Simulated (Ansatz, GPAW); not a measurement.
**A 4-layer slab of Cu(100) in an electric field**

Wanted: the out-of-plane polarisability of a 4-layer slab of Cu(100).

Main program and level: GPAW 26.7.0 and Ansatz 0.2.0; Ansatz plane waves; slab in vacuum with a dipole correction, relaxation, in the first sound run; inputs show where later runs differ.

Report form: the programs' logs are mostly left out.

## (1) The structure

The cell holds 4 atoms: 4 Cu. Cell: a = 2.553 Å, b = 2.553 Å, c = 21.415 Å, α = 90.0°, β = 90.0°, γ = 90.0°. Vacuum lies along c.

## (2) Relaxing the atoms

The atoms are relaxed first, since the surface dipole, and with it the work function, follows the positions of the outer layers. The lowest 2 atoms are held at bulk positions and keep their forces.

input.yaml

```yaml
crystal:
  lattice:
    - [2.5526554801, 0.0, 0.0]
    - [0.0, 2.5526554801, 0.0]
    - [0.0, 0.0, 21.415]
  atoms:
    - { symbol: Cu, position: [0.5, 0.5, 0.3735699276] }
    - { symbol: Cu, position: [0.0, 0.0, 0.4578566425] }
    - { symbol: Cu, position: [0.5, 0.5, 0.5421433575] }
    - { symbol: Cu, position: [0.0, 0.0, 0.6264300724] }
kpoints:
  mp_grid: { grid: [12, 12, 1] }
hamiltonian:
  xc: pbe
scf:
  occupations: { method: fermi_dirac, width: 0.1 }
efield:
  axis: 3
  dipole_correction: true
  ramp_width: 0.05
relax:
  f_tol: 0.02
  max_steps: 60
  constraints: [{ sites: [0, 1] }]
output:
  write_potential: true
  write_density: true
  volumetric_format: npy
```

Command:

```sh
> ansatz run input.yaml --threads 4 --pin off --max-ram 8192MiB --backend cpu --events-out ev --progress --plain --runs-dir out
```

It took 6.5 s on 4 threads of Intel Xeon 6975P-C (Granite Rapids), shared host; peak memory 0.54 GiB; 24 s of CPU time.

The steps of the relaxation:

```csv
step,energy less that of the first step (eV),largest force component (eV/Å)
1,0.0000,0.2182
2,-0.0019,0.1393
3,-0.0033,0.0007
4,-0.0033,0.0009
```

Forces are held to the 8 operations that the run works with; a distortion that breaks them can't arise in this run.

The atoms that moved most (Å):

```
atom     dx     dy     dz  length
 Cu3  0.000  0.000  0.032   0.032
```

Final coordinates:

```xyz
4
Lattice="2.5527 0.0000 0.0000 0.0000 2.5527 0.0000 0.0000 0.0000 21.4150" Properties=species:S:1:pos:R:3
Cu    1.2763    1.2763    8.0000
Cu    0.0000    0.0000    9.8050
Cu    1.2763    1.2763   11.6416
Cu    0.0000    0.0000   13.4187
```

This step gave:

```
free energy             : -26499.4948 eV
smearing term TS        : 0.04448 eV
symmetry operations     : 8
upper work function     : 4.571 eV
lower work function     : 4.582 eV
dipole along the normal : 3.90e-4 e·Å
dipole field            : 5.06e-4 V/Å
vacuum level above      : 7.270 eV
vacuum level below      : 7.281 eV
```

The electrostatic potential energy of an electron (with the applied field's), less the Fermi level, planar mean oscillates, so the rows of the table below give means over windows of 1 Å about each position, cut where the curve ends. Its maxima inside the range that stand out by 2 % of the span (Å: eV): 8.9: -1.84, 10.7: -1.58, 12.5: -2.24. Its minima: 8.0: -14.4, 9.8: -14.7, 11.6: -14.6, 13.4: -14.4.

Table of electrostatic potential energy of an electron (with the applied field's), less the Fermi level, planar mean by z; means over each step:

```
z (Å)  electrostatic potential energy of an electron (with the applied field's), less the Fermi level, planar mean (eV)
    0                                                                                                              4.58
    1                                                                                                              4.58
    2                                                                                                              4.58
    3                                                                                                              4.58
    4                                                                                                              4.58
    5                                                                                                              4.56
    6                                                                                                              4.29
    7                                                                                                             0.333
    8                                                                                                             -12.0
    9                                                                                                             -5.51
   10                                                                                                             -11.5
   11                                                                                                             -6.50
   12                                                                                                             -9.96
   13                                                                                                             -9.04
   14                                                                                                             -5.78
   15                                                                                                              3.71
   16                                                                                                              4.50
   17                                                                                                              4.57
   18                                                                                                              4.57
   19                                                                                                              4.57
   20                                                                                                              4.57
   21                                                                                                              4.57
```

The valence density, planar mean by z:

| z (Å) | valence density, planar mean (e/Å³) |
| --- | --- |
| 4.5 | 1.7e-4 |
| 5.0 | 6.3e-4 |
| 5.5 | 0.00227 |
| 6.0 | 0.00804 |
| 6.5 | 0.0287 |
| 7.0 | 0.107 |
| 7.5 | 0.856 |
| 8.0 | 3.98 |
| 8.5 | 0.885 |
| 9.0 | 0.341 |
| 9.5 | 2.07 |
| 10.0 | 3.03 |
| 10.5 | 0.429 |
| 11.0 | 0.483 |
| 11.5 | 3.39 |
| 12.0 | 1.68 |
| 12.5 | 0.325 |
| 13.0 | 1.31 |
| 13.5 | 3.77 |
| 14.0 | 0.552 |
| 14.5 | 0.0864 |
| 15.0 | 0.0232 |
| 15.5 | 0.00647 |
| 16.0 | 0.00183 |
| 16.5 | 5.5e-4 |
| 17.0 | 1.3e-4 |

The relaxation lowered the energy of the cell by 0.00328 eV.

## (3) Plane waves, PBE

The work function is the vacuum plateau of the electrostatic potential less the Fermi level; a dipole layer lets the two faces have plateaus of their own.

This step: GPAW, PAW setups; slab in vacuum (GPAW 26.7.0).

run.py

```python
import json
import numpy as np
from ase import Atoms
from gpaw import GPAW, PW

slab = Atoms(
    ['Cu', 'Cu', 'Cu', 'Cu'],
    positions=[
        [1.27633, 1.27633, 8.00000],
        [0.00000, 0.00000, 9.80500],
        [1.27633, 1.27633, 11.64160],
        [-0.00000, 0.00000, 13.41872]],
    cell=[[2.55266, 0.0, 0.0], [0.0, 2.55266, 0.0], [0.0, 0.0, 21.415]],
    pbc=[True, True, False])

slab.calc = GPAW(mode=PW(400), xc='PBE', kpts={'size': (12, 12, 1), 'gamma': True},
                 occupations={'name': 'fermi-dirac', 'width': 0.1}, nbands='160%',
                 convergence={'density': 1e-05}, maxiter=200,
                 poissonsolver={'dipolelayer': 'xy'},
                 symmetry={'tolerance': 1e-3}, txt='slab.txt')
result = {}
energy = slab.get_potential_energy()
fermi = slab.calc.get_fermi_level()
v = slab.calc.get_electrostatic_potential().mean((0, 1)) - fermi
n = slab.calc.get_pseudo_density().mean((0, 1))
L = slab.cell[2, 2]
z = np.arange(len(v)) * L / len(v)
low, high = slab.positions[:, 2].min(), slab.positions[:, 2].max()
below, above = np.interp([low - 5.8, high + 5.8], z, v)
slopes = [np.interp(x, z, np.gradient(v, z)) for x in (low - 5.8, high + 5.8)]
eps = np.array([[slab.calc.get_eigenvalues(k, s) for k in range(len(slab.calc.get_ibz_k_points()))]
                for s in range(slab.calc.get_number_of_spins())]) - fermi
top, bottom = eps[eps < 0].max(), eps[eps > 0].min()
dipole = slab.get_dipole_moment()[2]
print(f'energy {energy:.4f} eV, Fermi level {fermi:.4f} eV, dipole {dipole:.5f} e A')
print(f'potential 5.8 A off the faces, from the Fermi level: lower {below:.4f} eV, upper {above:.4f} eV')
print(f'slope of the potential there: lower {slopes[0]:.5f}, upper {slopes[1]:.5f} eV/A')
print(f'nearest levels on the mesh: {top:.4f} and {bottom:.4f} eV')
print('magnetic moment', round(slab.get_magnetic_moment(), 3))
result.update(energy=energy, fermi=fermi, dipole=dipole, below=below, above=above, slopes=slopes, edges=[top, bottom],
              z=z.tolist(), v=v.tolist(), n=n.tolist(), positions=slab.positions.tolist(),
              forces=slab.get_forces(apply_constraint=False).tolist(), moments=slab.get_magnetic_moments().tolist())
json.dump(result, open('result.json', 'w'))
```

Command:

```sh
> OMP_NUM_THREADS=1 OPENBLAS_NUM_THREADS=1 python run.py
```

Run time: 29 s. Hardware: 1 thread; peak memory 0.2 GiB.

Numbers from this step:

```
dipole along the normal                    : 3.99e-4 e·Å
levels nearest the Fermi level on the mesh : -0.01763, 0.06996 eV from the Fermi level
upper work function                        : 4.557 eV
lower work function                        : 4.569 eV
```

The electrostatic potential energy of an electron (without an applied field's), less the Fermi level, planar mean oscillates, so the rows of the table below give means over windows of 1 Å about each position, cut where the curve ends. Its maxima inside the range that stand out by 2 % of the span (Å: eV): 8.9: -1.55, 10.7: -1.37, 12.5: -1.81. Its minima: 8.0: -15.8, 9.9: -16.0, 11.7: -16.1, 13.4: -15.8.

The electrostatic potential energy of an electron (without an applied field's), less the Fermi level, planar mean by z; means over each step:

```csv
z (Å),"electrostatic potential energy of an electron (without an applied field's), less the Fermi level, planar mean (eV)"
0,4.57
1,4.57
2,4.57
3,4.57
4,4.57
5,4.54
6,4.27
7,0.863
8,-11.7
9,-4.24
10,-11.2
11,-5.50
12,-9.48
13,-8.50
14,-5.04
15,3.71
16,4.49
17,4.55
18,4.56
19,4.56
20,4.56
21,4.56
```

Pseudo valence density, planar mean against z:

z (Å), pseudo valence density, planar mean (e/Å³) and a bar:
```
     0.00       0.00 
     0.64       0.00 
     1.07       0.00 
     1.71       0.00 
     2.36       0.00 
     2.78       0.00 
     3.43       0.00 
     4.07       0.00 
     4.50       0.00 
     5.14       0.00 
     5.78       0.00 
     6.21       0.01 
     6.85       0.07 #
     7.50       0.50 #######
     7.92       2.03 ##############################
     8.57       0.47 #######
     9.21       0.43 ######
     9.64       1.74 ##########################
    10.28       0.61 #########
    10.92       0.34 #####
    11.56       2.03 ##############################
    11.99       0.97 ##############
    12.63       0.33 #####
    13.28       1.84 ###########################
    13.71       1.20 ##################
    14.35       0.13 ##
    14.99       0.02 
    15.42       0.01 
    16.06       0.00 
    16.70       0.00 
    17.13       0.00 
    17.77       0.00 
    18.42       0.00 
    18.85       0.00 
    19.49       0.00 
    20.13       0.00 
    20.56       0.00 
    21.20       0.00
```

Force by atom:

| atom | x (eV/Å) | y (eV/Å) | z (eV/Å) | size |
| --- | --- | --- | --- | --- |
| Cu1 | 0.000 | 0.000 | 0.043 | 0.043 |
| Cu2 | 0.000 | 0.000 | -0.101 | 0.101 |
| Cu3 | 0.000 | 0.000 | -0.008 | 0.008 |
| Cu4 | 0.000 | 0.000 | 0.066 | 0.066 |

The potential is flat to 1.8e-4 eV/Å where it is read, so the vacuum is wide enough. The geometry is the other program's minimum; here the largest force on a free atom is 0.066 eV/Å.

## (4) Field on

A uniform field along the normal polarises the slab; the atoms stay fixed, so this is the electronic response alone.

run.py, as its differences from that of step 3:

```diff
@@ -4,2 +4,3 @@
 from gpaw import GPAW, PW
+from gpaw.external import ConstantElectricField
 
@@ -19,2 +20,3 @@
                  poissonsolver={'dipolelayer': 'xy'},
+                 external=ConstantElectricField(-0.2, [0, 0, 1]),
                  symmetry={'tolerance': 1e-3}, txt='slab.txt')
```

The job ended after 2 min (1 thread; peak memory 0.31 GiB).

This step gave:

```yaml
dipole_along_the_normal: -0.06111 e·Å
levels_nearest_the_fermi_level_on_the_mesh: -0.01268, 0.06952 eV from the Fermi level
potential_below_the_slab_the_applied_field_s_own_ramp_left_out: 3.720 eV from the Fermi level
potential_above_the_slab_the_applied_field_s_own_ramp_left_out: 5.417 eV from the Fermi level
```

Electrostatic potential energy of an electron (without an applied field's), less the Fermi level, planar mean against z:

z (Å), electrostatic potential energy of an electron (without an applied field's), less the Fermi level, planar mean (eV) and a bar from the least value:
```
      0.0        4.6 #############################
      0.5        3.7 ############################
      1.0        3.7 ############################
      1.5        3.7 ############################
      2.0        3.7 ############################
      2.5        3.7 ############################
      3.0        3.7 ############################
      3.5        3.7 ############################
      4.0        3.7 ############################
      4.5        3.7 ############################
      5.0        3.7 ############################
      5.5        3.7 ############################
      6.0        3.5 ###########################
      6.5        3.0 ###########################
      7.0        1.0 ########################
      7.5       -6.3 ##############
      8.0      -16.3 
      8.5       -6.5 ##############
      9.0       -2.2 ###################
      9.5      -11.4 #######
     10.0      -13.9 ###
     10.5       -2.8 ###################
     11.0       -3.4 ##################
     11.5      -14.6 ##
     12.0       -9.5 #########
     12.5       -1.6 ####################
     13.0       -7.5 ############
     13.5      -14.8 ##
     14.0       -3.2 ##################
     14.5        3.0 ###########################
     15.0        4.7 #############################
     15.5        5.2 ##############################
     16.0        5.4 ##############################
     16.5        5.4 ##############################
     17.0        5.4 ##############################
     17.5        5.4 ##############################
     18.0        5.4 ##############################
     18.5        5.4 ##############################
     19.0        5.4 ##############################
     19.5        5.4 ##############################
     20.0        5.4 ##############################
     20.5        5.4 ##############################
     21.0        5.4 ##############################
```

Force by atom:

| atom | x (eV/Å) | y (eV/Å) | z (eV/Å) | size |
| --- | --- | --- | --- | --- |
| Cu1 | 0.000 | 0.000 | 0.045 | 0.045 |
| Cu2 | 0.000 | 0.000 | -0.103 | 0.103 |
| Cu3 | 0.000 | 0.000 | -0.011 | 0.011 |
| Cu4 | 0.000 | 0.000 | 0.070 | 0.070 |

The dipole is now -0.0611 e Å, against 4.0e-4 in the run without a field.

## (5) In a field

run.py, as its differences from that of step 4:

```diff
@@ -20,3 +20,3 @@
                  poissonsolver={'dipolelayer': 'xy'},
-                 external=ConstantElectricField(-0.2, [0, 0, 1]),
+                 external=ConstantElectricField(-0.1, [0, 0, 1]),
                  symmetry={'tolerance': 1e-3}, txt='slab.txt')
```

Wall time 1.9 min (1 thread); peak memory 0.31 GiB.

This step gave:

```
dipole along the normal                                         : -0.03034 e·Å
levels nearest the Fermi level on the mesh                      : -0.01524, 0.06994 eV from the Fermi level
potential below the slab, the applied field's own ramp left out : 4.143 eV from the Fermi level
potential above the slab, the applied field's own ramp left out : 4.986 eV from the Fermi level
```

The electrostatic potential energy of an electron (without an applied field's), less the Fermi level, planar mean oscillates, so the rows of the table below give means over windows of 1 Å about each position, cut where the curve ends. Its maxima inside the range that stand out by 2 % of the span (Å: eV): 8.9: -1.73, 10.7: -1.37, 12.5: -1.63. Its minima: 8.0: -16.1, 9.9: -16.1, 11.7: -16.0, 13.4: -15.5.

Table of electrostatic potential energy of an electron (without an applied field's), less the Fermi level, planar mean by z; means over each step:

| z (Å) | electrostatic potential energy of an electron (without an applied field's), less the Fermi level, planar mean (eV) |
| --- | --- |
| 0 | 4.30 |
| 1 | 4.14 |
| 2 | 4.14 |
| 3 | 4.14 |
| 4 | 4.14 |
| 5 | 4.12 |
| 6 | 3.86 |
| 7 | 0.497 |
| 8 | -12.0 |
| 9 | -4.41 |
| 10 | -11.2 |
| 11 | -5.47 |
| 12 | -9.35 |
| 13 | -8.27 |
| 14 | -4.71 |
| 15 | 4.11 |
| 16 | 4.91 |
| 17 | 4.98 |
| 18 | 4.98 |
| 19 | 4.99 |
| 20 | 4.99 |
| 21 | 4.94 |

Force by atom:

```csv
atom,x (eV/Å),y (eV/Å),z (eV/Å),size
Cu1,0.000,0.000,0.044,0.044
Cu2,0.000,0.000,-0.102,0.102
Cu3,0.000,0.000,-0.009,0.009
Cu4,0.000,0.000,0.068,0.068
```

The dipole is now -0.0303 e Å, against 4.0e-4 in the run without a field.

## (6) Field on

run.py, as its differences from that of step 5:

```diff
@@ -20,3 +20,3 @@
                  poissonsolver={'dipolelayer': 'xy'},
-                 external=ConstantElectricField(-0.1, [0, 0, 1]),
+                 external=ConstantElectricField(-0.05, [0, 0, 1]),
                  symmetry={'tolerance': 1e-3}, txt='slab.txt')
```

The job ended after 3.3 min (1 thread; peak memory 0.31 GiB).

## (7) In a field

run.py, as its differences from that of step 6:

```diff
@@ -20,3 +20,3 @@
                  poissonsolver={'dipolelayer': 'xy'},
-                 external=ConstantElectricField(-0.05, [0, 0, 1]),
+                 external=ConstantElectricField(0.05, [0, 0, 1]),
                  symmetry={'tolerance': 1e-3}, txt='slab.txt')
```

Run time: 1.9 min. Hardware: 1 thread; peak memory 0.31 GiB.

(Continued in part 2 of 2.)

[Logs are printed without paths, hosts, clocks, repeated set-up lines and the standing remarks that a program may print on its own settings, such as how far it seeks lower states.]

[Hosts, paths, dates, database ids (printed as entryN), source tags and the programs' standing remarks are cut or masked in the printed files.]
